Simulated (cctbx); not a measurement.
# Which space group?

Cell: a = 4.0100 Å, b = 4.0100 Å, c = 14.0310 Å, α = 90.00°, β = 90.00°, γ = 120.00°. Expected content of the cell: Sr2 Co6 Ti4.

Simulated single-crystal data (cctbx): Cu Kα, λ = 1.54184 Å, to d = 0.83 Å, 70 % of the full sphere, strongest reflection 70000 counts, noise from counting, a 3 % proportional error and a noise floor of 8 counts (s.d.); no absorption.

Tests on the unmerged data give:

```text
992 reflections to d = 0.834 A
centring   violations  <I/sigma> of those
    A        335 of   484     15.0
    B        340 of   492     15.1
    C        337 of   484     15.0
    I        331 of   481     14.9
    R        451 of   664     13.8
    F        506 of   730     15.0
Laue class    unique    Rint  (classes that these axes allow; Friedel mates merged)
P -1              653   0.021
P 1 1 2/m         374   0.024
P -3              247   0.026
P -3 1 m          158   0.027
P -3 m 1          179   0.027
P 6/m             136   0.028
P 6/m m m         113   0.028
space group    extra absences  I>4sigma  <I/sigma>
P 6 2 2                 0          0         -  acentric
P 63 2 2               12          0       0.3  acentric
P 6 m m                 0          0         -  acentric
P 63 m c              118          0      -0.1  acentric
P -6 m 2                0          0         -  acentric
P -6 2 m                0          0         -  acentric
P -6 2 c              118          0      -0.1  acentric
P 6/m m m               0          0         -  centric
P 63/m m c            118          0      -0.1  centric
Wilson B = 2.59 A^2   <|E^2-1|> = 0.905 (0.968 centric, 0.736 acentric)   E^2>4: 0.0 %
shell (A)         n   <I/sigma>
14.03 - 1.67     23     38.3
 1.67 - 1.32     11     33.1
 1.32 - 1.16     16     47.8
 1.16 - 1.05     13     43.8
 1.05 - 0.98     11     39.8
 0.98 - 0.92     15     39.7
 0.92 - 0.87     10     38.1
 0.87 - 0.83     14     39.1
```

Q: Read the symmetry from these tables.

Every centring test has many violations, so the lattice is primitive.

Rint stays low (0.021 to 0.028) up to P 6/m m m, the highest class in these axes.

9 settings pass the absence test. The most absences obeyed, 118, belong to P 63 m c, P -6 2 c and P 63/m m c, which absences can't tell apart.

⟨|E²−1|⟩ = 0.905 leans to a centrosymmetric structure. The Wilson B of 2.59 Å² means U ≈ 0.0328 Å².

The true group is P6_3/mmc (no. 194), Laue class 6/mmm, centrosymmetric. The tables only narrow the choice to the tied entries; cell content, site symmetry and trial solutions must settle it.

This is a model crystal, built by substitution and not relaxed, with assumed displacement parameters.

[Logs are printed without paths, hosts, clocks, repeated set-up lines and the standing remarks that a program may print on its own settings, such as how far it seeks lower states.]
